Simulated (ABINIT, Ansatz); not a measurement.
# TaAl (Pm-3m): from the cell to the phonon bands, part 3 of 4

Aim: the phonon dispersion of TaAl (Pm-3m), checked by a second program.

ABINIT 10.8.3; DFT LDA, scalar-relativistic, plane waves, PseudoDojo norm-conserving pseudopotentials.

So far. Step 5 (Ground state): The cell stands at -0.32 GPa: the relaxation ran with a smoothed and higher cutoff, and the difference is a stress of the finite basis. Step 6 (Linear response at Γ): The acoustic modes at Γ come out as far as 0.8 cm⁻¹ from zero, where they should vanish, a small numerical error. The relaxed cell has a = 3.172 Å (conventional setting).

The structure was built from a prototype and need not be the compound's stable phase.

## 8. Interpolated phonon bands

anaddb transforms the dynamical matrices to force constants and back along the path; points of the mesh come back as solved, but for the sum rule and, in polar crystals, the LO-TO term at Γ; the rest is interpolation.

anaddb.abi reads:

```
ddb_filepath "all_DDB"
output_file "anaddb.abo"
outdata_prefix "anaddb"
ifcflag 1
ngqpt 4 4 4
nqshft 1
q1shft 0.0 0.0 0.0
asr 1
chneut 0
dipdip 0
dipquad 0
quadquad 0
enunit 0
eivec 0
nph1l 62
qph1l 
    0.0 0.0 0.0 1.0
    0.0 0.05 0.0 1.0
    0.0 0.1 0.0 1.0
    0.0 0.15 0.0 1.0
    0.0 0.2 0.0 1.0
    0.0 0.25 0.0 1.0
    0.0 0.3 0.0 1.0
    0.0 0.35 0.0 1.0
    0.0 0.4 0.0 1.0
    0.0 0.45 0.0 1.0
    0.0 0.5 0.0 1.0
    0.05 0.5 0.0 1.0
    0.1 0.5 0.0 1.0
    0.15 0.5 0.0 1.0
    0.2 0.5 0.0 1.0
    0.25 0.5 0.0 1.0
    0.3 0.5 0.0 1.0
    0.35 0.5 0.0 1.0
    0.4 0.5 0.0 1.0
    0.45 0.5 0.0 1.0
    0.5 0.5 0.0 1.0
    0.45 0.45 0.0 1.0
    0.4 0.4 0.0 1.0
    0.35 0.35 0.0 1.0
    0.3 0.3 0.0 1.0
    0.25 0.25 0.0 1.0
    0.2 0.2 0.0 1.0
    0.15 0.15 0.0 1.0
    0.1 0.1 0.0 1.0
    0.05 0.05 0.0 1.0
    0.0 0.0 0.0 1.0
    0.05 0.05 0.05 1.0
    0.1 0.1 0.1 1.0
    0.15 0.15 0.15 1.0
    0.2 0.2 0.2 1.0
    0.25 0.25 0.25 1.0
    0.3 0.3 0.3 1.0
    0.35 0.35 0.35 1.0
    0.4 0.4 0.4 1.0
    0.45 0.45 0.45 1.0
    0.5 0.5 0.5 1.0
    0.45 0.5 0.45 1.0
    0.4 0.5 0.4 1.0
    0.35 0.5 0.35 1.0
    0.3 0.5 0.3 1.0
    0.25 0.5 0.25 1.0
    0.2 0.5 0.2 1.0
    0.15 0.5 0.15 1.0
    0.1 0.5 0.1 1.0
    0.05 0.5 0.05 1.0
    0.0 0.5 0.0 1.0
    0.5 0.5 0.5 1.0
    0.5 0.5 0.45 1.0
    0.5 0.5 0.4 1.0
    0.5 0.5 0.35 1.0
    0.5 0.5 0.3 1.0
    0.5 0.5 0.25 1.0
    0.5 0.5 0.2 1.0
    0.5 0.5 0.15 1.0
    0.5 0.5 0.1 1.0
    0.5 0.5 0.05 1.0
    0.5 0.5 0.0 1.0
```

mrgddb.in reads:

```
all_DDB
merged
10
dfpt_gammao_DDB
dfpt_qo_DS1_DDB
dfpt_qo_DS2_DDB
dfpt_qo_DS3_DDB
dfpt_qo_DS4_DDB
dfpt_qo_DS5_DDB
dfpt_qo_DS6_DDB
dfpt_qo_DS7_DDB
dfpt_qo_DS8_DDB
dfpt_qo_DS9_DDB
```

Launch:

```console
$ mrgddb < mrgddb.in > mrgddb.log
$ OMP_NUM_THREADS=1 anaddb anaddb.abi > anaddb.log
```

anaddb.abo, the main output file:

```text
[banners, grids, parts of the stress and lines that vanish by symmetry left out]
-outvars_anaddb: echo values of input variables ----------------------

 Flags :
[...]
Phonon wavevector (reduced coordinates) :  0.00000  0.00000  0.00000
 Phonon energies in Hartree :
[...]
Phonon frequencies in cm-1    :
-  0.000000E+00  0.000000E+00  0.000000E+00  2.981008E+02  2.981008E+02
-  2.981008E+02
[...]
Phonon wavevector (reduced coordinates) :  0.00000  0.05000  0.00000
 Phonon energies in Hartree :
[...]
Phonon frequencies in cm-1    :
-  1.111204E+01  1.371256E+01  1.371256E+01  2.976838E+02  2.976838E+02
-  2.978606E+02
[...]
Phonon wavevector (reduced coordinates) :  0.00000  0.10000  0.00000
 Phonon energies in Hartree :
[...]
Phonon frequencies in cm-1    :
-  2.251782E+01  2.746084E+01  2.746084E+01  2.964207E+02  2.964207E+02
-  2.970725E+02
[...]
Phonon wavevector (reduced coordinates) :  0.00000  0.15000  0.00000
 Phonon energies in Hartree :
[...]
Phonon frequencies in cm-1    :
-  3.443432E+01  4.124403E+01  4.124403E+01  2.942868E+02  2.942868E+02
-  2.955627E+02
[...]
Phonon wavevector (reduced coordinates) :  0.00000  0.20000  0.00000
 Phonon energies in Hartree :
[...]
Phonon frequencies in cm-1    :
-  4.692654E+01  5.498060E+01  5.498060E+01  2.912764E+02  2.912764E+02
-  2.931285E+02
[...]
Phonon wavevector (reduced coordinates) :  0.00000  0.25000  0.00000
 Phonon energies in Hartree :
[...]
Phonon frequencies in cm-1    :
-  5.983637E+01  6.845512E+01  6.845512E+01  2.874544E+02  2.874544E+02
-  2.896482E+02
  Phonon wavevector (reduced coordinates) :  0.00000  0.30000  0.00000
 Phonon energies in Hartree :
[...]
Phonon frequencies in cm-1    :
-  7.271914E+01  8.126305E+01  8.126305E+01  2.830210E+02  2.830210E+02
-  2.852029E+02
  Phonon wavevector (reduced coordinates) :  0.00000  0.35000  0.00000
 Phonon energies in Hartree :
[...]
Phonon frequencies in cm-1    :
-  8.479585E+01  9.276871E+01  9.276871E+01  2.783754E+02  2.783754E+02
-  2.801857E+02
  Phonon wavevector (reduced coordinates) :  0.00000  0.40000  0.00000
 Phonon energies in Hartree :
[...]
Phonon frequencies in cm-1    :
-  9.494995E+01  1.021072E+02  1.021072E+02  2.741459E+02  2.741459E+02
-  2.753593E+02
  Phonon wavevector (reduced coordinates) :  0.00000  0.45000  0.00000
 Phonon energies in Hartree :
[...]
Phonon frequencies in cm-1    :
-  1.018500E+02  1.082882E+02  1.082882E+02  2.711209E+02  2.711209E+02
-  2.717751E+02
  Phonon wavevector (reduced coordinates) :  0.00000  0.50000  0.00000
 Phonon energies in Hartree :
[...]
Phonon frequencies in cm-1    :
-  1.043135E+02  1.104632E+02  1.104632E+02  2.700138E+02  2.700138E+02
-  2.704373E+02
  Phonon wavevector (reduced coordinates) :  0.05000  0.50000  0.00000
 Phonon energies in Hartree :
[...]
Phonon frequencies in cm-1    :
-  1.009659E+02  1.061265E+02  1.112264E+02  2.704805E+02  2.711239E+02
-  2.722279E+02
  Phonon wavevector (reduced coordinates) :  0.10000  0.50000  0.00000
 Phonon energies in Hartree :
[...]
Phonon frequencies in cm-1    :
-  9.084411E+01  9.346228E+01  1.133799E+02  2.718175E+02  2.742344E+02
-  2.769314E+02
  Phonon wavevector (reduced coordinates) :  0.15000  0.50000  0.00000
 Phonon energies in Hartree :
[...]
Phonon frequencies in cm-1    :
-  7.250783E+01  7.323612E+01  1.165616E+02  2.738487E+02  2.787998E+02
-  2.830909E+02
[...]
Phonon wavevector (reduced coordinates) :  0.40000  0.50000  0.40000
 Phonon energies in Hartree :
[...]
Phonon frequencies in cm-1    :
-  6.522650E+01  7.462239E+01  9.442577E+01  2.661606E+02  2.752337E+02
-  2.756859E+02
  Phonon wavevector (reduced coordinates) :  0.35000  0.50000  0.35000
 Phonon energies in Hartree :
[...]
Phonon frequencies in cm-1    :
-  2.951379E+01  5.115273E+01  9.673950E+01  2.687113E+02  2.854217E+02
-  2.860921E+02
  Phonon wavevector (reduced coordinates) :  0.30000  0.50000  0.30000
 Phonon energies in Hartree :
[...]
Phonon frequencies in cm-1    :
- -3.803164E+01  5.245032E+00  1.007318E+02  2.707522E+02  2.926884E+02
-  2.953313E+02
  Phonon wavevector (reduced coordinates) :  0.25000  0.50000  0.25000
 Phonon energies in Hartree :
[...]
Phonon frequencies in cm-1    :
- -4.438233E+01 -3.474935E+01  1.055151E+02  2.717352E+02  2.956338E+02
-  2.999425E+02
  Phonon wavevector (reduced coordinates) :  0.20000  0.50000  0.20000
 Phonon energies in Hartree :
[...]
Phonon frequencies in cm-1    :
- -2.313488E+01 -2.030169E+01  1.095676E+02  2.716989E+02  2.938135E+02
-  2.985989E+02
  Phonon wavevector (reduced coordinates) :  0.15000  0.50000  0.15000
 Phonon energies in Hartree :
[...]
Phonon frequencies in cm-1    :
-  4.978816E+01  4.995745E+01  1.117142E+02  2.711124E+02  2.879965E+02
-  2.919639E+02
[...]
Phonon wavevector (reduced coordinates) :  0.50000  0.50000  0.05000
 Phonon energies in Hartree :
[...]
Phonon frequencies in cm-1    :
- -1.097989E+02 -1.097989E+02  1.336769E+02  2.861970E+02  3.052871E+02
-  3.052871E+02
  Phonon wavevector (reduced coordinates) :  0.50000  0.50000  0.00000
 Phonon energies in Hartree :
[...]
Phonon frequencies in cm-1    :
- -1.117650E+02 -1.117650E+02  1.343886E+02  2.867072E+02  3.059260E+02
-  3.059260E+02
-
```

Wall time 0.52 s (1 thread of Arm Neoverse V1, shared host).

Read from the output:

* lowest frequency on the path: -111.8 cm⁻¹

Anaddb. The phonon branches at the labelled points (cm⁻¹):

| point | branch 1 | branch 2 | branch 3 | branch 4 | branch 5 | branch 6 |
| --- | --- | --- | --- | --- | --- | --- |
| Γ | 0 | 0 | 0 | 298 | 298 | 298 |
| halfway | 60 | 68 | 68 | 288 | 288 | 290 |
| X | 104 | 110 | 110 | 270 | 270 | 270 |
| halfway | -48 | -42 | 124 | 279 | 290 | 295 |
| M | -112 | -112 | 134 | 287 | 306 | 306 |
| halfway | -91 | 93 | 114 | 270 | 286 | 306 |
| Γ | 0 | 0 | 0 | 298 | 298 | 298 |
| halfway | -26 | -26 | 99 | 286 | 294 | 294 |
| R | 93 | 93 | 93 | 263 | 263 | 263 |
| halfway | -44 | -35 | 106 | 272 | 296 | 300 |
| X | 104 | 110 | 110 | 270 | 270 | 270 |
| jump to R | 93 | 93 | 93 | 263 | 263 | 263 |
| halfway | -56 | -56 | 117 | 276 | 290 | 290 |
| M | -112 | -112 | 134 | 287 | 306 | 306 |

The phonon branches as a text plot (rows in cm⁻¹):

```
    298 |****      *************************       ****      ****
    280 |   **** ***************    *********    **   ***  ******
    263 |      ***           *               ***************
    246 |
    228 |
    211 |
    193 |
    176 |
    158 |
    141 |             ***                                       *
    124 |         ****   **          ***                     ***
    106 |      ***         ****         *          ******* **
     89 |    **            *** *    *        ******    *  *
     71 |   **    *           * *        ****    *     *
     54 |   *                  *   *        *     *   *    *
     36 |  *       *      *     **       ***      *
     19 |**                      *                          *
      2 |                         *                *
    -16 |                        * *                 *
    -33 |                           *   *          **
    -51 |                       *    ***            *        *
    -68 |           *          *
    -86 |            *   *   **                               *
   -103 |             *******                                  **
         Γ      X      M          Γ            R        X|R     M
```

The path dips to 112i cm⁻¹.

## 9. Sums over the zone

Sums over the zone need many more wavevectors than were solved, so the interpolation is sampled on a dense mesh.

anaddb.abi reads:

```
ddb_filepath "all_DDB"
output_file "anaddb.abo"
outdata_prefix "anaddb"
ifcflag 1
ngqpt 4 4 4
nqshft 1
q1shft 0.0 0.0 0.0
asr 1
chneut 0
dipdip 0
dipquad 0
quadquad 0
prtdos 2
ng2qpt 14 14 14
dosdeltae 4.5563e-06
ntemper 11
temperinc 100.0
tempermin 0.0
```

Launch:

```console
$ OMP_NUM_THREADS=1 anaddb anaddb.abi > anaddb.log
```

anaddb.abo, the main output file:

```text
[banners, grids, parts of the stress and lines that vanish by symmetry left out]
-outvars_anaddb: echo values of input variables ----------------------

 Flags :
     ifcflag         1
 Miscellaneous information :
         asr         1
      chneut         0
 Interatomic Force Constants Inputs :
      dipdip         0
     dipquad         0
    quadquad         0
      ifcana         0
      ifcout         0
 Description of grid 1 :
        brav         1
       ngqpt         4         4         4
      nqshft         1
      q1shft
                     0.00000000E+00  0.00000000E+00  0.00000000E+00
 Phonon DOS information :
   dosdeltae  4.55630000E-06
    dossmear  4.55633525E-06
 Description of grid 2 (Fourier interp. or BZ sampling):
      ng2qpt        14        14        14
      ngrids         4
      q2shft         0.00000000E+00  0.00000000E+00  0.00000000E+00

================================================================================

 read the DDB information and perform some checks

  ==== Info on the Cryst% object ====
 Real(R)+Recip(G) space primitive vectors, cartesian coordinates (Bohr,Bohr^-1):
 R(1)=  5.9942654  0.0000000  0.0000000  G(1)=  0.1668261  0.0000000  0.0000000
 R(2)=  0.0000000  5.9942654  0.0000000  G(2)=  0.0000000  0.1668261  0.0000000
 R(3)=  0.0000000  0.0000000  5.9942654  G(3)=  0.0000000  0.0000000  0.1668261
 Unit cell volume ucvol=  2.1538126E+02 bohr^3
 Angles (23,13,12)=  9.00000000E+01  9.00000000E+01  9.00000000E+01 degrees
 Time-reversal symmetry is present
 Reduced atomic positions [iatom, xred, symbol]:
    1)    0.0000000  0.0000000  0.0000000  Al
    2)    0.5000000  0.5000000  0.5000000  Ta

 DDB file with 10 blocks has been read.

================================================================================

 Calculation of the interatomic forces

       Homogeneous q point set in the B.Z.
 Grid q points  :       64
  1)   0.00000000E+00  0.00000000E+00  0.00000000E+00
  2)   2.50000000E-01  0.00000000E+00  0.00000000E+00
  3)   5.00000000E-01  0.00000000E+00  0.00000000E+00
  4)  -2.50000000E-01  0.00000000E+00  0.00000000E+00
  5)   0.00000000E+00  2.50000000E-01  0.00000000E+00
  6)   2.50000000E-01  2.50000000E-01  0.00000000E+00
  7)   5.00000000E-01  2.50000000E-01  0.00000000E+00
  8)  -2.50000000E-01  2.50000000E-01  0.00000000E+00
  9)   0.00000000E+00  5.00000000E-01  0.00000000E+00
 10)   2.50000000E-01  5.00000000E-01  0.00000000E+00
 11)   5.00000000E-01  5.00000000E-01  0.00000000E+00
 12)  -2.50000000E-01  5.00000000E-01  0.00000000E+00
 13)   0.00000000E+00 -2.50000000E-01  0.00000000E+00
 14)   2.50000000E-01 -2.50000000E-01  0.00000000E+00
[...]
58)   2.50000000E-01  5.00000000E-01 -2.50000000E-01
 59)   5.00000000E-01  5.00000000E-01 -2.50000000E-01
 60)  -2.50000000E-01  5.00000000E-01 -2.50000000E-01
 61)   0.00000000E+00 -2.50000000E-01 -2.50000000E-01
 62)   2.50000000E-01 -2.50000000E-01 -2.50000000E-01
 63)   5.00000000E-01 -2.50000000E-01 -2.50000000E-01
 64)  -2.50000000E-01 -2.50000000E-01 -2.50000000E-01

 The interatomic forces have been obtained

================================================================================

 Calculation of phonon density of states

 Average speed of sound partial sums:     0.6172701300E-03 (at units)
-                                   =           1.3504 [km/s]

 Debye frequency from partial sums:     0.4013805161E-03 (Ha)
-                                 =     0.2640956928E+01 (THz)
-Debye temperature from partial sums:     0.1267459424E+03 (K)

 Average speed of sound:     0.2744156826E-04 (at units)
-                      =           0.0600 [km/s]

 Debye frequency from DOS:     0.1784390706E-04 (Ha)
-                        =     0.1174072684E+00 (THz)
-Debye temperature from DOS:     0.5634660195E+01 (K)

-
```

Run time: 0.67 s. Hardware: 1 thread.

Read from the output:

```
share of modes beyond 3i cm⁻¹ on the dense interpolated mesh : 0.1804
```

The phonon density of states has structure finer than the step of the table below, so its rows give means over 10 cm⁻¹, whole bins alone (the curve runs from -142 to 335 cm⁻¹). Peaks (cm⁻¹: height): -66.8: 0.0196, 110.2: 0.0513, 281.2: 0.0962, 299.2: 0.101.

Tetrahedra. Phonon density of states against wavenumber; means over each step:

| wavenumber (cm⁻¹) | phonon density of states (1/cm⁻¹/cell) |
| --- | --- |
| -120 | 0 |
| -110 | 0.00182 |
| -100 | 0.00810 |
| -90 | 0.0119 |
| -80 | 0.0143 |
| -70 | 0.0180 |
| -60 | 0.0154 |
| -50 | 0.0108 |
| -40 | 0.00857 |
| -30 | 0.00669 |
| -20 | 0.00579 |
| -10 | 0.00551 |
| 0 | 0.00547 |
| 10 | 0.00554 |
| 20 | 0.00604 |
| 30 | 0.00724 |
| 40 | 0.00838 |
| 50 | 0.00961 |
| 60 | 0.0111 |
| 70 | 0.0123 |
| 80 | 0.0154 |
| 90 | 0.0193 |
| 100 | 0.0241 |
| 110 | 0.0399 |
| 120 | 0.0209 |
| 130 | 0.00753 |
| 140 | 1.4e-4 |
| 150 | 0 |
| 160 | 0 |
| 170 | 0 |
| 180 | 0 |
| 190 | 0 |
| 200 | 0 |
| 210 | 0 |
| 220 | 0 |
| 230 | 0 |
| 240 | 0 |
| 250 | 0 |
| 260 | 4.6e-4 |
| 270 | 0.0425 |
| 280 | 0.0882 |
| 290 | 0.0743 |
| 300 | 0.0857 |
| 310 | 0.00707 |
| 320 | 0 |

[end of part 3 of 4]

[Host names and launcher messages were left out of these logs when they were recorded.]

[Logs are printed without paths, hosts, clocks, repeated set-up lines and the standing remarks that a program may print on its own settings, such as how far it seeks lower states.]

[Hosts, paths, dates, database ids (printed as entryN), source tags and the programs' standing remarks are cut or masked in the printed files.]
